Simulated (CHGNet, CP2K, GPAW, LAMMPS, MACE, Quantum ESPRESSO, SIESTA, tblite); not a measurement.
## Running amorphous Ge (61 atoms) with CP2K

How do the settings of CP2K change the result for amorphous Ge (61 atoms)? A plane-wave run serves as the yardstick.

Program: CP2K 2026.2. Level of theory: the method is named at each step. Results are calculated unless marked as measured.

## 1. The starting structure

The cell holds 61 atoms: 61 Ge. Cell: a = 11.317 Å, b = 11.317 Å, c = 11.317 Å, α = 90.0°, β = 90.0°, γ = 90.0°. 61 atoms (61 Ge) placed at random at 5.08 g/cm³, melted at 3500 K for 10 ps at fixed volume with the Tersoff potential (Tersoff, Phys. Rev. B 39, 5566 (1989)). Quenched from 3500 K to 100 K at 5 K/ps and fixed volume, held 5 ps, then minimised at fixed cell.

The yardstick, on the same geometry:

```
method                 : Kohn-Sham DFT, PBE, SSSP efficiency 1.3.0 pseudopotentials, plane waves (Quantum ESPRESSO 7.5); sssp-pbe-1.3.0-efficiency, cutoffs 45/360 Ry, Γ point
r.m.s. force component : 0.2207 eV/Å
longest force          : 0.918 eV/Å
pressure               : 1.969 GPa
time                   : 4.6 min on 4 MPI ranks of Arm Neoverse V1, shared host
CPU time               : 18 min
```

## 2. PBE, DZVP-MOLOPT-SR, 350/50 Ry, diagonalisation

Method: Kohn-Sham DFT, PBE, GTH-PBE pseudopotentials, Gaussian and plane waves, DZVP-MOLOPT-SR-GTH, diagonalisation.

Input file input.inp:

```
&GLOBAL
  PROJECT cell
  RUN_TYPE ENERGY_FORCE
  PRINT_LEVEL LOW
&END GLOBAL
&FORCE_EVAL
  METHOD QS
  STRESS_TENSOR ANALYTICAL
  &DFT
    BASIS_SET_FILE_NAME BASIS_MOLOPT
    POTENTIAL_FILE_NAME GTH_POTENTIALS
    &MGRID
      CUTOFF 350
      REL_CUTOFF 50
    &END MGRID
    &QS
      EPS_DEFAULT 1.0E-12
    &END QS
    &SCF
      SCF_GUESS ATOMIC
      EPS_SCF 5.0E-06
      MAX_SCF 200
      ADDED_MOS 27
      &DIAGONALIZATION
        ALGORITHM STANDARD
      &END DIAGONALIZATION
      &SMEAR ON
        METHOD FERMI_DIRAC
        ELECTRONIC_TEMPERATURE [K] 580
      &END SMEAR
      &MIXING
        METHOD BROYDEN_MIXING
        ALPHA 0.15
        NBROYDEN 12
      &END MIXING
      &PRINT
        &RESTART OFF
        &END RESTART
      &END PRINT
    &END SCF
    &XC
      &XC_FUNCTIONAL PBE
      &END XC_FUNCTIONAL
    &END XC
    &PRINT
      &MULLIKEN ON
      &END MULLIKEN
      &HIRSHFELD ON
        SHAPE_FUNCTION DENSITY
      &END HIRSHFELD
      &MO ON
        EIGENVALUES T
        OCCUPATION_NUMBERS T
        MO_INDEX_RANGE 111 134
        &EACH
          QS_SCF 0
        &END EACH
        ADD_LAST NUMERIC
      &END MO
    &END PRINT
  &END DFT
  &SUBSYS
    &CELL
      A 11.31680 0.00000 0.00000
      B 0.00000 11.31680 0.00000
      C 0.00000 0.00000 11.31680
    &END CELL
    &COORD
      SCALED
      Ge 0.79848 0.13488 0.68510
      Ge 0.81888 0.92381 0.75392
      Ge 0.71953 0.36695 0.01381
      Ge 0.24033 0.28633 0.07513
      Ge 0.09362 0.79331 0.18485
      Ge 0.38034 0.09822 0.50212
      Ge 0.67502 0.50121 0.18882
      Ge 0.70721 0.99825 0.05962
      Ge 0.04876 0.54114 0.94171
      Ge 0.96600 0.72577 0.01924
      Ge 0.25844 0.52104 0.86702
      Ge 0.88991 0.79182 0.59021
      Ge 0.05876 0.39595 0.10424
      Ge 0.44969 0.84195 0.24620
      Ge 0.67035 0.24697 0.39924
      Ge 0.96981 0.91398 0.90319
      Ge 0.30657 0.79197 0.08904
      Ge 0.69178 0.48508 0.79807
      Ge 0.24721 0.36437 0.41518
      Ge 0.56157 0.77079 0.51524
      Ge 0.17709 0.68663 0.35639
      Ge 0.40631 0.62176 0.00023
      Ge 0.09414 0.47831 0.31137
      Ge 0.48873 0.19117 0.86235
      Ge 0.50511 0.28042 0.54302
      Ge 0.95228 0.25593 0.78431
      Ge 0.38425 0.49504 0.53514
      Ge 0.76218 0.68599 0.11412
      Ge 0.89259 0.73035 0.29871
      Ge 0.61844 0.66212 0.93139
      Ge 0.92328 0.54765 0.41783
      Ge 0.75172 0.86717 0.42407
      Ge 0.29542 0.29776 0.86462
      Ge 0.46137 0.53758 0.19674
      Ge 0.66273 0.85612 0.21638
      Ge 0.62530 0.27392 0.72244
      Ge 0.39319 0.04358 0.29229
      Ge 0.30587 0.96059 0.95952
      Ge 0.22771 0.83047 0.65641
      Ge 0.91424 0.05801 0.05827
      Ge 0.42275 0.91791 0.61839
      Ge 0.99805 0.59209 0.61904
      Ge 0.65138 0.87736 0.88344
      Ge 0.60637 0.55177 0.57553
      Ge 0.08347 0.84466 0.49624
      Ge 0.18096 0.17972 0.52254
      Ge 0.22764 0.60505 0.66636
      Ge 0.15441 0.96908 0.81119
      Ge 0.91381 0.26696 0.00208
      Ge 0.47439 0.97857 0.82113
      Ge 0.06222 0.00799 0.20871
      Ge 0.91547 0.47300 0.77859
      Ge 0.40304 0.66577 0.37318
      Ge 0.37008 0.35014 0.23354
      Ge 0.72613 0.45862 0.40271
      Ge 0.60219 0.18773 0.04619
[... 1 atom lines left out ...]
      Ge 0.24777 0.08175 0.13397
      Ge 0.81396 0.08613 0.46838
      Ge 0.52490 0.20417 0.24286
      Ge 0.15026 0.18132 0.74206
    &END COORD
    &KIND Ge
      BASIS_SET DZVP-MOLOPT-SR-GTH-q4
      POTENTIAL GTH-PBE-q4
    &END KIND
  &END SUBSYS
  &PRINT
    &FORCES ON
    &END FORCES
    &STRESS_TENSOR ON
    &END STRESS_TENSOR
  &END PRINT
&END FORCE_EVAL
```

Run with:

```
$ OMP_NUM_THREADS=2 cp2k.psmp -i input.inp > output.txt
```

Numbers of over 12 decimals in the logs are rounded to 6 here.

Output:

```text
CP2K| version string:                                       CP2K version 2026.2
 CP2K| Input file name                                                 input.inp
 GLOBAL| Basis set file name                                        BASIS_MOLOPT
 GLOBAL| Potential file name                                      GTH_POTENTIALS
 GLOBAL| Run type                                                   ENERGY_FORCE
 GLOBAL| Total number of message passing processes                             1
 GLOBAL| Number of threads for this process                                    2
 TOTAL NUMBERS AND MAXIMUM NUMBERS
  Total number of            - Atomic kinds:                                   1
                             - Atoms:                                         61
                             - Shell sets:                                    61
                             - Shells:                                       305
                             - Primitive Cartesian functions:                244
                             - Cartesian basis functions:                    854
                             - Spherical basis functions:                    793
  Maximum angular momentum of the orbital basis functions:                     2
 SCF PARAMETERS         Density guess:                                    ATOMIC
                        max_scf:                                             200
                        eps_scf:                                        5.00E-06
                        added MOs                                        27    0
                        Mixing method:                            BROYDEN_MIXING
                                                charge density mixing in g-space
                        Smear method:                                FERMI_DIRAC
                        Electronic temperature [K]:                        580.0
                        Electronic temperature [a.u.]:                  1.84E-03
                        Accuracy threshold:                             1.00E-10
 Extrapolation method: initial_guess
 Number of electrons:                                                        244
 Number of occupied orbitals:                                                122
 Number of molecular orbitals:                                               149
 Number of orbital functions:                                                793
 Number of independent orbital functions:                                    793
 SCF WAVEFUNCTION OPTIMIZATION
  Step     Update method      Time    Convergence         Total energy    Change
     1 NoMix/Diag. 0.15E+00    2.0     0.55581626      -241.1575576654 -2.41E+02
     2 Broy./Diag. 0.15E+00    2.6     0.03050067      -238.9155318625  2.24E+00
     3 Broy./Diag. 0.15E+00    2.6     0.10983916      -238.7142092684  2.01E-01
     4 Broy./Diag. 0.15E+00    2.7     0.06436819      -239.1640364463 -4.50E-01
[...]
15 Broy./Diag. 0.15E+00    2.9     0.00001037      -239.1586544380 -2.38E-04
    16 Broy./Diag. 0.15E+00    2.9     0.00000315      -239.1587177064 -6.33E-05
  *** SCF run converged in    16 steps ***
  Electronic density on regular grids:       -243.9999999999        0.0000000001
  Core density on regular grids:              243.9999999991       -0.0000000009
  Total charge density on r-space grids:       -0.0000000008
  Total charge density g-space grids:          -0.0000000008
  Overlap energy of the core charge distribution:               3.73413e-07
  Self energy of the core charge distribution:               -509.860216
  Core Hamiltonian energy:                                    120.796938
  Hartree energy:                                             220.961498
  Exchange-correlation energy:                                -71.050928
  Electronic entropic energy:                                  -0.00601022
  Fermi energy:                                                 0.146598
  Total energy:                                              -239.158718
  Total energy (extrapolated to T->0):                       -239.155713
 MO| EIGENVALUES AND OCCUPATION NUMBERS
 MO|
 MO|  Index      Eigenvalue [a.u.]        Eigenvalue [eV]             Occupation
 MO|    111               0.108156               2.943064               2.000000
 MO|    112               0.109335               2.975164               2.000000
 MO|    113               0.110536               3.007843               2.000000
[...]
MO|    133               0.191084               5.199667               0.000000
 MO|    134               0.194118               5.282220               0.000000
 MO| Sum:                                                             244.000000
 MO| E(Fermi):            0.146598 a.u.          3.989137 eV
 !-----------------------------------------------------------------------------!
                     Mulliken Population Analysis
 #  Atom  Element  Kind  Atomic population                           Net charge
       1     Ge       1          4.002452                             -0.002452
       2     Ge       1          3.994868                              0.005132
       3     Ge       1          3.995068                              0.004932
[...]
60     Ge       1          4.019882                             -0.019882
      61     Ge       1          3.985635                              0.014365
 # Total charge                            244.000000                  0.000000
 !-----------------------------------------------------------------------------!
 !-----------------------------------------------------------------------------!
                           Hirshfeld Charges
  #Atom  Element  Kind  Ref Charge     Population                    Net charge
      1       Ge     1       4.000          4.008                        -0.008
      2       Ge     1       4.000          4.016                        -0.016
      3       Ge     1       4.000          3.993                         0.007
[...]
60       Ge     1       4.000          4.014                        -0.014
     61       Ge     1       4.000          3.981                         0.019
  Total Charge                                                           -0.000
 !-----------------------------------------------------------------------------!
 ENERGY| Total FORCE_EVAL ( QS ) energy [hartree]           -239.158690
 FORCES| Atomic forces [hartree/bohr]
 FORCES|   Atom     x               y               z               |f|
 FORCES|      1 -6.87629739E-03 -9.79177138E-04  1.50697505E-03   7.10726583E-03
 FORCES|      2 -1.86922649E-03  1.50877866E-05 -2.71554628E-03   3.29672973E-03
 FORCES|      3  1.16348570E-04 -1.31336675E-03 -1.67654253E-03   2.13290039E-03
[...]
FORCES|     60  1.14802771E-02 -5.69811514E-03 -3.48828512E-03   1.32828240E-02
 FORCES|     61  3.92309578E-04  4.71531510E-03 -3.29893550E-03   5.76810876E-03
 FORCES| Sum    -2.40902958E-07  1.07927409E-07 -3.67450331E-07
 FORCES| Total atomic force                                       4.52440390E-07
 STRESS| Analytical stress tensor [bar]
 STRESS|                        x                   y                   z
 STRESS|      x        3.08716249037E+04   8.68610838398E+03  -3.72948509817E+03
 STRESS|      y        8.68610838398E+03   2.91785510434E+04  -1.27307152606E+04
 STRESS|      z       -3.72948509817E+03  -1.27307152606E+04   3.18828404609E+04
 STRESS| 1/3 Trace                                             3.06443388026E+04
```

Run time: 53 s. Hardware: 2 threads of Arm Neoverse V1, shared host; peak memory 1.9 GiB.

Banners, paths, timers and routine set-up lines are dropped from the logs unmarked, and long logs keep their key lines alone; longer cuts are marked.

Compared with the plane-wave run:

```yaml
r_m_s_force_component: 0.2274 eV/Å
r_m_s_difference_of_force_components: 24.65 meV/Å
longest_difference_of_force_vectors: 80.31 meV/Å
force_difference_over_r_m_s_force: 11.17 %
slope_of_forces_against_the_reference_s: 1.024
correlation_of_force_components: 0.9944
pressure: 3.064 GPa
pressure_difference: 1.095 GPa
```

The surroundings of Ge15, picked at random, nearest first, numbered as they follow in the input and with coordinates relative to it.

| atom | x | y | z | distance (Å) | bonds | Hirshfeld charge (e) | Fx | Fy | Fz (eV/Å) |
| --- | --- | --- | --- | --- | --- | --- | --- | --- | --- |
| Ge15 | 0.00 | 0.00 | 0.00 | 0.00 | 4 | -0.01 | -0.28 | -0.19 | -0.03 |
| Ge60 | -1.65 | -0.48 | -1.77 | 2.46 | 4 | -0.01 | 0.59 | -0.29 | -0.18 |
| Ge55 | 0.63 | 2.40 | 0.04 | 2.48 | 4 | 0.02 | 0.36 | -0.20 | -0.30 |
| Ge25 | -1.87 | 0.38 | 1.63 | 2.51 | 4 | -0.03 | 0.06 | 0.21 | -0.27 |
| Ge59 | 1.63 | -1.82 | 0.78 | 2.56 | 4 | 0.02 | 0.14 | -0.01 | -0.17 |
| Ge36 | -0.51 | 0.30 | 3.66 | 3.71 | 4 | -0.01 | 0.31 | 0.02 | -0.25 |
| Ge7 | 0.05 | 2.88 | -2.38 | 3.74 | 4 | 0.00 | 0.28 | -0.26 | 0.36 |
| Ge1 | 1.45 | -1.27 | 3.24 | 3.77 | 4 | -0.01 | -0.35 | -0.05 | 0.08 |
| Ge6 | -3.28 | -1.68 | 1.16 | 3.87 | 4 | 0.00 | -0.29 | -0.20 | 0.14 |

Forces lie 11 % from the reference's, at 0.084 times its CPU time (on 2 against 4 cores).

## 3. PBE, TZV2P-MOLOPT (SR for Ge), 350/50 Ry, diagonalisation

Method: Kohn-Sham DFT, PBE, GTH-PBE pseudopotentials, Gaussian and plane waves, TZV2P-MOLOPT-GTH, diagonalisation.

Changes to input.inp since step 2:

```diff
@@ -10,2 +10,3 @@
     BASIS_SET_FILE_NAME BASIS_MOLOPT
+    BASIS_SET_FILE_NAME BASIS_MOLOPT_UCL
     POTENTIAL_FILE_NAME GTH_POTENTIALS
@@ -68,7 +69,30 @@
     &COORD
-      SCALED
-[... 61 atom lines left out: the same atoms as in the first run ...]
+      Ge 9.03624 1.52641 7.75314
+      Ge 9.26710 10.45457 8.53196
+      Ge 8.14278 4.15270 0.15629
+      Ge 2.71977 3.24034 0.85023
+      Ge 1.05948 8.97773 2.09191
+      Ge 4.30423 1.11154 5.68239
+      Ge 7.63907 5.67209 2.13684
+      Ge 8.00335 11.29700 0.67471
+      Ge 0.55181 6.12397 10.65714
+      Ge 10.93203 8.21339 0.21774
+      Ge 2.92471 5.89651 9.81189
+      Ge 10.07093 8.96087 6.67929
+      Ge 0.66498 4.48089 1.17966
+      Ge 5.08905 9.52818 2.78620
+      Ge 7.58622 2.79491 4.51812
+      Ge 10.97515 10.34333 10.22122
+      Ge 3.46939 8.96257 1.00765
+      Ge 7.82874 5.48955 9.03160
+      Ge 2.79763 4.12350 4.69851
+      Ge 6.35518 8.72288 5.83087
+[... 37 atom lines left out ...]
+      Ge 2.80396 0.92515 1.51611
+      Ge 9.21142 0.97472 5.30056
+      Ge 5.94019 2.31055 2.74840
+      Ge 1.70046 2.05196 8.39774
     &END COORD
     &KIND Ge
-      BASIS_SET DZVP-MOLOPT-SR-GTH-q4
+      BASIS_SET TZV2P-MOLOPT-SR-GTH-q4
       POTENTIAL GTH-PBE-q4
```

Run with:

```
$ OMP_NUM_THREADS=1 mpirun -np 4 cp2k.psmp -i input.inp > output.txt
```

Output:

```text
CP2K| version string:                                       CP2K version 2026.2
 CP2K| Input file name                                                 input.inp
 GLOBAL| Basis set file name                                        BASIS_MOLOPT
 GLOBAL| Potential file name                                      GTH_POTENTIALS
 GLOBAL| Run type                                                   ENERGY_FORCE
 GLOBAL| Total number of message passing processes                             4
 GLOBAL| Number of threads for this process                                    1
[... lines left out ...]
                        Smear method:                                FERMI_DIRAC
[... lines left out ...]
 Number of electrons:                                                        244
[... lines left out ...]
  Step     Update method      Time    Convergence         Total energy    Change
[... lines left out ...]
  *** SCF run converged in    15 steps ***
[... lines left out ...]
  Fermi energy:                                                 0.143969
  Total energy:                                              -239.327906
  Total energy (extrapolated to T->0):                       -239.324924
[... lines left out ...]
 MO| E(Fermi):            0.143969 a.u.          3.917602 eV
[... lines left out ...]
     61       Ge     1       4.000          3.981                         0.019
  Total Charge                                                           -0.000
 !-----------------------------------------------------------------------------!
 ENERGY| Total FORCE_EVAL ( QS ) energy [hartree]           -239.327989
 FORCES| Atomic forces [hartree/bohr]
 FORCES|   Atom     x               y               z               |f|
 FORCES|      1 -6.86748959E-03 -8.34766475E-04  1.46802711E-03   7.07208258E-03
 FORCES|      2 -1.84627612E-03  3.19440698E-04 -2.78822555E-03   3.35931237E-03
 FORCES|      3  7.66244798E-05 -7.64549043E-04 -2.39058600E-03   2.51103723E-03
[...]
FORCES|     60  1.12461918E-02 -5.41074091E-03 -3.13987301E-03   1.28690229E-02
 FORCES|     61  6.70861859E-04  4.39339612E-03 -3.08708557E-03   5.41129212E-03
 FORCES| Sum    -5.82882076E-07  9.41499874E-08 -3.31793765E-07
 FORCES| Total atomic force                                       6.77276042E-07
 STRESS| Analytical stress tensor [bar]
 STRESS|                        x                   y                   z
 STRESS|      x        2.77965036186E+04   8.52618292442E+03  -3.72985861948E+03
 STRESS|      y        8.52618292442E+03   2.59131611785E+04  -1.23924482894E+04
 STRESS|      z       -3.72985861948E+03  -1.23924482894E+04   2.85984183303E+04
 STRESS| 1/3 Trace                                             2.74360277091E+04
```

Wall time 36 s (4 MPI ranks); peak memory 3.6 GiB.

Against the reference:

```yaml
r_m_s_force_component: 0.2253 eV/Å
r_m_s_difference_of_force_components: 14.8 meV/Å
longest_difference_of_force_vectors: 48.74 meV/Å
force_difference_over_r_m_s_force: 6.707 %
slope_of_forces_against_the_reference_s: 1.019
correlation_of_force_components: 0.998
pressure: 2.744 GPa
pressure_difference: 0.7746 GPa
```

Against the first run (11 %), the force difference from the reference is 6.7 %, at 1.5 times the CPU time (on 4 against 2 cores), with 1342 basis functions against 793: the larger basis brings the forces nearer.

(Continued in part 2 of 2.)

[Also dropped from logs without a mark: logging warnings of Python, and SIESTA's first energy breakdown and zero terms.]

[Logs are printed without paths, hosts, clocks, repeated set-up lines and the standing remarks that a program may print on its own settings, such as how far it seeks lower states.]

[Hosts, paths, dates, database ids (printed as entryN), source tags and the programs' standing remarks are cut or masked in the printed files.]
